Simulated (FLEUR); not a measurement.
**Fe: which magnetic order is lowest**

Does Fe prefer parallel or opposed moments?

Method: PBE; all-electron FLAPW, Dirac cores, scalar-relativistic bands, in FLEUR MaX-R8.1.

Report form: the programs' logs are mostly left out.

The database entry behind the starting cell differs from later determinations by our own check (an axis about 0.7 % long against later determinations), so it need not match the best structure at ambient conditions.

## Step 1: The structure

The structure is cubic, space group Im-3m (No. 229). The conventional cell has a = 2.886 Å, b = 2.886 Å, c = 2.886 Å, α = 90.00°, β = 90.00°, γ = 90.00°. Fe has 8 Fe at 2.50 Å nearest.

As a file:

```cif
data_structure
_symmetry_space_group_name_H-M 'P 1'
_symmetry_Int_Tables_number 1
_cell_length_a 2.4993
_cell_length_b 2.4993
_cell_length_c 2.4993
_cell_angle_alpha 109.471
_cell_angle_beta 109.471
_cell_angle_gamma 109.471
_cell_volume 12.02
loop_
_atom_site_label
_atom_site_type_symbol
_atom_site_fract_x
_atom_site_fract_y
_atom_site_fract_z
_atom_site_occupancy
Fe1 Fe 0.00000 0.00000 0.00000 1
```

## Step 2: Run 1 (ferro +)

The parallel start comes first: it shows whether parallel moments hold.

inpgen writes inp.xml from crystal.txt; cutoffs, mixing, functional, smearing and local orbitals are then set in the file. The k list default-1 (kpts.xml, not shown) is a Γ-centred 18×18×18 mesh; where the ranks do not divide the number of points, some are split in two of half the weight.

Contents of inp.xml:

```
<?xml version="1.0" encoding="UTF-8" standalone="no"?>
<fleurInput fleurInputVersion="0.39">
   <comment>
      Fe
   </comment>
   <calculationSetup>
      <cutoffs Kmax="3.6" Gmax="10.8" GmaxXC="10.8" numbands="0"/>
      <scfLoop itmax="90" minDistance="0.00002" maxIterBroyd="15" imix="Anderson" alpha="0.05" precondParam="0.0" spinf="2.0" sdNocoIR="T"/>
      <coreElectrons ctail="T" frcor="F" kcrel="1" coretail_lmax="0"/>
      <xcFunctional name="pbe" relativisticCorrections="F"/>
      <magnetism jspins="2"/>
      <soc l_soc="F" theta="0.0" phi="0.0" spav="F"/>
      <expertModes spex="0" secvar="F"/>
      <geometryOptimization l_f="F" forcealpha="1.0" forcemix="BFGS" epsdisp="0.00001" epsforce="0.00001"/>
      <ldaU l_linMix="F" mixParam="0.05" spinf="1.0"/>
   </calculationSetup>
   <cell>
      <bzIntegration valenceElectrons="16.0" mode="hist" fermiSmearingEnergy="0.00183747">
         <kPointListSelection listName="default-1"/>
         <xi:include xmlns:xi="http://www.w3.org/2001/XInclude" href="kpts.xml"> </xi:include>
      </bzIntegration>
      <xi:include xmlns:xi="http://www.w3.org/2001/XInclude" href="sym.xml"> </xi:include>
      <bulkLattice scale="1.0">
         <bravaisMatrix>
            <row-1>   -2.7268747977977998     2.7268747977977998     2.7268747977977998</row-1>
            <row-2>    2.7268747977977998    -2.7268747977977998     2.7268747977977998</row-2>
            <row-3>    2.7268747977977998     2.7268747977977998    -2.7268747977977998</row-3>
         </bravaisMatrix>
      </bulkLattice>
   </cell>
   <atomSpecies>
      <species name="Iron (Fe) 2.800" element="Fe" atomicNumber="26">
         <mtSphere radius="2.3" gridPoints="761" logIncrement="0.016"/>
         <atomicCutoffs lmax="8" lnonsphr="6"/>
         <electronConfig flipSpins="F">
            <coreConfig>(1s1/2) (2s1/2) (2p1/2) (2p3/2)</coreConfig>
            <valenceConfig>(3s1/2) (3p1/2) (3p3/2) (4s1/2) (3d3/2) (3d5/2)</valenceConfig>
            <stateOccupation state="(3d3/2)" spinUp="1.4" spinDown="1.0"/>
            <stateOccupation state="(3d5/2)" spinUp="3.0" spinDown="0.6"/>
         </electronConfig>
         <energyParameters s="4" p="4" d="3" f="4"/>
         <lo type="SCLO" l="0" n="3" eDeriv="0"/>
         <lo type="SCLO" l="1" n="3" eDeriv="0"/>
      </species>
   </atomSpecies>
   <atomGroups>
      <atomGroup species="Iron (Fe) 2.800">
         <relPos label="                   1">.0000000000 .0000000000 .0000000000</relPos>
         <force calculate="T" relaxXYZ="TTT"/>
      </atomGroup>
   </atomGroups>
   <output dos="F" band="F" slice="F">
      <bandDOS minEnergy="-.5*Htr" maxEnergy="0.5*Htr" sigma="0.015" storeEVData="T"/>
      <plotting iplot="0" polar="F">
         <plot TwoD="T" vec1="  1.0  0.0  0.0" vec2="  0.0  1.0  0.0" vec3="  0.0  0.0  1.0" zero="  0.0  0.0  0.0" file="plot"/>
      </plotting>
      <moessbauerParams electricFieldGradient="F" isomerShift="T" coreHyperfine="T" valenceHyperfine="T"/>
   </output>
</fleurInput>
```

Contents of crystal.txt:

```
Fe
&input film=F cartesian=F /
-1.44300000000  1.44300000000  1.44300000000
1.44300000000  -1.44300000000  1.44300000000
1.44300000000  1.44300000000  -1.44300000000
1.8897261246
1.0 1.0 1.0

1
26 0.00000000000  0.00000000000  0.00000000000 : 2.800

&kpt div1=18 div2=18 div3=18 gamma=T /
```

Started as:

```sh
OMP_NUM_THREADS=1 inpgen -f crystal.txt > inpgen.log  # inp.xml is then edited as shown
OMP_NUM_THREADS=1 mpirun -n 4 fleur_MPI > fleur.log
```

Wall time 9.5 s (4 MPI ranks of Arm Neoverse V1, shared host); peak memory 0.17 GiB.

Read from the output:

```
free energy                                                       : -34634.7280 eV
program's band gap on this mesh (in a metal only a level spacing) : 0.02209 eV
magnetization                                                     : 2.255 μB
final state                                                       : ferromagnetic
largest moment                                                    : 2.320 μB
```

After 19 cycles the largest moment stands at 2.32 μB.

## Step 3: Run 2 (antiferro q=(0,0,1/2) +-)

An opposed order shows whether neighbours prefer unlike signs.

The cell is doubled to 2 atoms to hold this order. The mesh is halved along the doubled vector, so that both cells sample the same points. The k list default-1 (kpts.xml, not shown) is a Γ-centred 18×18×9 mesh.

inp.xml: that of step 2 with these lines changed.

```diff
@@ -17,3 +17,3 @@
    <cell>
-      <bzIntegration valenceElectrons="16.0" mode="hist" fermiSmearingEnergy="0.00183747">
+      <bzIntegration valenceElectrons="32.0" mode="hist" fermiSmearingEnergy="0.00183747">
          <kPointListSelection listName="default-1"/>
@@ -26,3 +26,3 @@
             <row-2>    2.7268747977977998    -2.7268747977977998     2.7268747977977998</row-2>
-            <row-3>    2.7268747977977998     2.7268747977977998    -2.7268747977977998</row-3>
+            <row-3>    5.4537495955955997     5.4537495955955997    -5.4537495955955997</row-3>
          </bravaisMatrix>
@@ -44,2 +44,15 @@
       </species>
+      <species name="Iron (Fe) -2.800" element="Fe" atomicNumber="26">
+         <mtSphere radius="2.3" gridPoints="761" logIncrement="0.016"/>
+         <atomicCutoffs lmax="8" lnonsphr="6"/>
+         <electronConfig flipSpins="F">
+            <coreConfig>(1s1/2) (2s1/2) (2p1/2) (2p3/2)</coreConfig>
+            <valenceConfig>(3s1/2) (3p1/2) (3p3/2) (4s1/2) (3d3/2) (3d5/2)</valenceConfig>
+            <stateOccupation state="(3d3/2)" spinUp="1.0" spinDown="1.4"/>
+            <stateOccupation state="(3d5/2)" spinUp="0.6" spinDown="3.0"/>
+         </electronConfig>
+         <energyParameters s="4" p="4" d="3" f="4"/>
+         <lo type="SCLO" l="0" n="3" eDeriv="0"/>
+         <lo type="SCLO" l="1" n="3" eDeriv="0"/>
+      </species>
    </atomSpecies>
@@ -48,2 +61,6 @@
          <relPos label="                   1">.0000000000 .0000000000 .0000000000</relPos>
+         <force calculate="T" relaxXYZ="TTT"/>
+      </atomGroup>
+      <atomGroup species="Iron (Fe) -2.800">
+         <relPos label="                   2">.0000000000 .0000000000 1.000/2.000</relPos>
          <force calculate="T" relaxXYZ="TTT"/>
```

Contents of crystal.txt:

```
Fe
&input film=F cartesian=F /
-1.44300000000  1.44300000000  1.44300000000
1.44300000000  -1.44300000000  1.44300000000
2.88600000000  2.88600000000  -2.88600000000
1.8897261246
1.0 1.0 1.0

2
26 0.00000000000  0.00000000000  0.00000000000 : 2.800
26 0.00000000000  0.00000000000  0.50000000000 : -2.800

&kpt div1=18 div2=18 div3=9 gamma=T /
```

Elapsed: 2.1 min, on 4 MPI ranks; peak memory 0.28 GiB; 8.2 min of CPU time.

Read from the output:

| Item | Value |
| --- | --- |
| free energy | -69269.0210 eV |
| program's band gap on this mesh (in a metal only a level spacing) | 3.17e-8 eV |
| magnetization | 0 μB |
| final state | antiferromagnetic |
| largest moment | 2.151 μB |

It lies 218 meV a seeded atom over the first start, and its largest moment is 2.15 μB against 2.32 μB.

## Step 4: Start 3: no spin polarisation

Without spin polarisation no moment can form, so the difference from the other runs is what forming moments gains.

The k list default-1 (kpts.xml, not shown) is a Γ-centred 18×18×18 mesh.

Contents of inp.xml:

```
<?xml version="1.0" encoding="UTF-8" standalone="no"?>
<fleurInput fleurInputVersion="0.39">
   <comment>
      Fe
   </comment>
   <calculationSetup>
      <cutoffs Kmax="3.6" Gmax="10.8" GmaxXC="10.8" numbands="0"/>
      <scfLoop itmax="90" minDistance="0.00002" maxIterBroyd="15" imix="Anderson" alpha="0.05" precondParam="0.0" spinf="2.0" sdNocoIR="T"/>
      <coreElectrons ctail="T" frcor="F" kcrel="1" coretail_lmax="0"/>
      <xcFunctional name="pbe" relativisticCorrections="F"/>
      <magnetism jspins="1"/>
      <soc l_soc="F" theta="0.0" phi="0.0" spav="F"/>
      <expertModes spex="0" secvar="F"/>
      <geometryOptimization l_f="F" forcealpha="1.0" forcemix="BFGS" epsdisp="0.00001" epsforce="0.00001"/>
      <ldaU l_linMix="F" mixParam="0.05" spinf="1.0"/>
   </calculationSetup>
   <cell>
      <bzIntegration valenceElectrons="16.0" mode="hist" fermiSmearingEnergy="0.00183747">
         <kPointListSelection listName="default-1"/>
         <xi:include xmlns:xi="http://www.w3.org/2001/XInclude" href="kpts.xml"> </xi:include>
      </bzIntegration>
      <xi:include xmlns:xi="http://www.w3.org/2001/XInclude" href="sym.xml"> </xi:include>
      <bulkLattice scale="1.0">
         <bravaisMatrix>
            <row-1>   -2.7268747977977998     2.7268747977977998     2.7268747977977998</row-1>
            <row-2>    2.7268747977977998    -2.7268747977977998     2.7268747977977998</row-2>
            <row-3>    2.7268747977977998     2.7268747977977998    -2.7268747977977998</row-3>
         </bravaisMatrix>
      </bulkLattice>
   </cell>
   <atomSpecies>
      <species name="Iron (Fe)" element="Fe" atomicNumber="26">
         <mtSphere radius="2.3" gridPoints="761" logIncrement="0.016"/>
         <atomicCutoffs lmax="8" lnonsphr="6"/>
         <electronConfig flipSpins="F">
            <coreConfig>(1s1/2) (2s1/2) (2p1/2) (2p3/2)</coreConfig>
            <valenceConfig>(3s1/2) (3p1/2) (3p3/2) (4s1/2) (3d3/2) (3d5/2)</valenceConfig>
            <stateOccupation state="(3d3/2)" spinUp="1.200000" spinDown="1.200000"/>
            <stateOccupation state="(3d5/2)" spinUp="1.800000" spinDown="1.800000"/>
         </electronConfig>
         <energyParameters s="4" p="4" d="3" f="4"/>
         <lo type="SCLO" l="0" n="3" eDeriv="0"/>
         <lo type="SCLO" l="1" n="3" eDeriv="0"/>
      </species>
   </atomSpecies>
   <atomGroups>
      <atomGroup species="Iron (Fe)">
         <relPos label="                   1">.0000000000 .0000000000 .0000000000</relPos>
         <force calculate="T" relaxXYZ="TTT"/>
      </atomGroup>
   </atomGroups>
   <output dos="F" band="F" slice="F">
      <bandDOS minEnergy="-.5*Htr" maxEnergy="0.5*Htr" sigma="0.015" storeEVData="T"/>
      <plotting iplot="0" polar="F">
         <plot TwoD="T" vec1="  1.0  0.0  0.0" vec2="  0.0  1.0  0.0" vec3="  0.0  0.0  1.0" zero="  0.0  0.0  0.0" file="plot"/>
      </plotting>
      <moessbauerParams electricFieldGradient="F" isomerShift="T" coreHyperfine="T" valenceHyperfine="T"/>
   </output>
</fleurInput>
```

Contents of crystal.txt:

```
Fe
&input film=F cartesian=F /
-1.44300000000  1.44300000000  1.44300000000
1.44300000000  -1.44300000000  1.44300000000
1.44300000000  1.44300000000  -1.44300000000
1.8897261246
1.0 1.0 1.0

1
26 0.00000000000  0.00000000000  0.00000000000

&kpt div1=18 div2=18 div3=18 gamma=T /
```

The job ended after 4.3 s (4 MPI ranks; peak memory 0.16 GiB).

Read from the output:

* free energy: -34634.1404 eV
* program's band gap on this mesh (in a metal only a level spacing): 0.003404 eV
* final state: non-magnetic (no spin polarisation)

It lies 588 meV a seeded atom over the first start.

## Step 5: Energies of the orders

Free energies are divided by the number of seeded atoms, so that cells of unlike size compare. Wavevectors q in the names are fractions of the primitive cell's reciprocal vectors.

Orders:

| start | final state | typed order kept | energy over the lowest (meV a seeded atom) | largest sphere moment (μB) | net moment (μB a primitive cell) | mesh matched | CPU time (s) |
| --- | --- | --- | --- | --- | --- | --- | --- |
| ferro + | ferromagnetic | yes | 0 | 2.32 | 2.255 | yes | 37.64 |
| antiferro q=(0,0,1/2) +- | antiferromagnetic | yes | 217.5 | 2.151 | 0 | yes | 494.7 |
| no spin polarisation | non-magnetic | - | 587.6 | 0 | 0 | yes | 16.86 |

## Step 6: Spin–orbit coupling, moments along [001]

Spin–orbit coupling ties the spins to the lattice and lets orbital moments form.

A new self-consistent run of the start ferro +, with the moments along z.

inp.xml: that of step 2 with these lines changed.

```diff
@@ -6,3 +6,3 @@
    <calculationSetup>
-      <cutoffs Kmax="3.6" Gmax="10.8" GmaxXC="10.8" numbands="0"/>
+      <cutoffs Kmax="3.6" Gmax="10.8" GmaxXC="10.8" numbands="36"/>
       <scfLoop itmax="90" minDistance="0.00002" maxIterBroyd="15" imix="Anderson" alpha="0.05" precondParam="0.0" spinf="2.0" sdNocoIR="T"/>
@@ -11,3 +11,3 @@
       <magnetism jspins="2"/>
-      <soc l_soc="F" theta="0.0" phi="0.0" spav="F"/>
+      <soc l_soc="T" theta="0.0" phi="0.0" spav="F"/>
       <expertModes spex="0" secvar="F"/>
```

crystal.txt: that of step 2 with these lines changed.

```diff
@@ -11,2 +11,3 @@
 
+&soc 0.0000000 0.0000000 /
 &kpt div1=18 div2=18 div3=18 gamma=T /
```

It took 73 s on 4 MPI ranks; peak memory 0.31 GiB.

This step gave:

```
free energy                                                       : -34634.7445 eV
program's band gap on this mesh (in a metal only a level spacing) : 0 eV
magnetization                                                     : 2.253 μB
final state                                                       : ferromagnetic
largest moment                                                    : 2.318 μB
orbital moment along the spin                                     : 0.04731 μB
```

Orbital moment in the sphere, along the spin axis by atom:

| atom | orbital moment in the sphere, along the spin axis (μB) |
| --- | --- |
| Fe1 | 0.0473 |

Fields along z, the direction of positive moments; semicore shells count as valence. Hyperfine fields at the nuclei:

| atom | core contact (T) | valence contact (T) | dipolar (T) | orbital (T) | sum (T) | density at the nucleus (e/bohr³) |
| --- | --- | --- | --- | --- | --- | --- |
| Fe1 | -57.97 | 27.12 | 0.01187 | 2.431 | -28.41 | 15154 |

## Step 7: Outcome

```
lowest state found                                                          : ferromagnetic (typed ferro +)
largest site spin moment                                                    : 2.32 μB
next finished state                                                         : antiferromagnetic, 218 meV a seeded atom higher
energy gained by spin polarisation                                          : 588 meV a seeded atom
hyperfine field at Fe1, along its moment                                    : -28.4 T
orbital moment on the atom of largest spin, along its spin (spin–orbit run) : 0.0473 μB
```

In words: The lowest state found is ferromagnetic, reached from the start ferro +, with moments up to 2.32 μB. The next finished state costs 218 meV a seeded atom. At Fe1 the core shells give -58.0 T and the valence and semicore s states 27.1 T along the moment, -13.3 T per μB together; orbital and dipolar parts add 2.4 T. Semilocal functionals tend to give too weak a core polarisation. On the atom of largest spin the orbital moment is almost quenched. This is the lowest of 3 finished starts, no proof of the ground state.

[Logs and program files are shortened in this print: banners, set-up blocks, solver, clock and traceback lines can be left out without a mark of their own.]

[Logs are printed without paths, hosts, clocks, repeated set-up lines and the standing remarks that a program may print on its own settings, such as how far it seeks lower states.]

[Hosts, paths, dates, database ids (printed as entryN), source tags and the programs' standing remarks are cut or masked in the printed files.]

[Where a cell is said to come from a database of computed structures, the database is the Materials Project.]
